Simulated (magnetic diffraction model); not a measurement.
# MnAl2H8: what an assumed order does to the neutron pattern

Space group P-4n2 (no. 118), a = 6.0670 Å, c = 6.3950 Å.

```csv
site,atom,x,y,z
2b,Mn,0,0,1/2
4f,Al,0.7488,0.7512,1/4
8i,H,0.3582,0.8219,0.9073
8i,H,0.2171,0.0366,0.2144
```

The compound is invented for this exercise: a known structure type with other elements, its cell scaled to their sizes and not relaxed.

Only Mn is taken to order (form factors of Mn2+); orders and moment sizes are assumed, and not adapted to the symmetry. Radiation: neutrons of λ = 2.52 Å, 8° to 65°; isotropic B of 0.43 Å² (Mn), 0.55 Å² (Al) and 0.81 Å² (H). The intensities are simulated: I ∝ L Σ (|F_N|² + |F_M⊥|²) for unpolarised neutrons, with F_M = 2.695 fm/μB × Σ f(s) S exp(2πi Q·r) exp(−B s²) at Q = H ± k (one set where k and −k are equivalent), only the part normal to Q counting and L = 1/(sin²θ cos θ). For collinear order S is the moment m, which repeats by lattice and centring translations R with the sign exp(−2πi k·R). Form factors are spin-only for 3d ions and dipole or tabulated for f ions, scattering lengths are Sears's of 1992, and absorption is left out. A label names one of the reflections at its angle. The strongest nuclear line in the range is 100, and lines under 0.2 are left out.

Assume the order k = (1/2 0 1/2), collinear moments along [111], 1.84 μB on Mn; signs + at (0, 0, 1/2), − at (1/2, 1/2, 0).

Predict the pattern, nuclear and magnetic parts apart.

| 2θ (°) | index | nuclear | magnetic |
| --- | --- | --- | --- |
| 16.46 | (1/2 0 -1/2) | 0.0 | 75.2 |
| 29.22 | (1/2 1 1/2) | 0.0 | 24.0 |
| 33.27 | (1 0 1) | 34.4 | 0.0 |
| 34.16 | (1 1 0) | 11.0 | 0.0 |
| 36.51 | (1/2 0 3/2) | 0.0 | 5.4 |
| 38.14 | (3/2 0 1/2) | 0.0 | 5.4 |
| 41.42 | (1 1 1) | 9.5 | 0.0 |
| 44.15 | (1/2 1 -3/2) | 0.0 | 12.3 |
| 45.55 | (3/2 1 -1/2) | 0.0 | 11.5 |
| 46.41 | (0 0 2) | 4.4 | 0.0 |
| 49.08 | (2 0 0) | 15.6 | 0.0 |
| 50.86 | (3/2 0 -3/2) | 0.0 | 5.2 |
| 52.12 | (1/2 2 -1/2) | 0.0 | 6.9 |
| 55.34 | (2 1 0) | 100.0 | 0.0 |
| 56.98 | (3/2 1 3/2) | 0.0 | 2.9 |
| 58.88 | (1 1 2) | 0.3 | 0.0 |
| 60.45 | (1/2 0 -5/2) | 0.0 | 2.5 |
| 60.59 | (2 1 1) | 99.0 | 0.0 |
| 62.70 | (1/2 2 3/2) | 0.0 | 3.3 |
| 63.80 | (3/2 2 1/2) | 0.0 | 5.4 |

The strongest magnetic line in the range is (1/2 0 -1/2) at 16.46° (75.2). On top of the Lorentz factor, which all lines share, magnetic lines fade with angle because f falls: for Mn2+ it is 0.90, 0.66, 0.41 and 0.12 at sin θ/λ = 0.1, 0.2, 0.3 and 0.5 Å⁻¹, while nuclear lengths stay constant. The order has no net moment.

[Logs are printed without paths, hosts, clocks, repeated set-up lines and the standing remarks that a program may print on its own settings, such as how far it seeks lower states.]
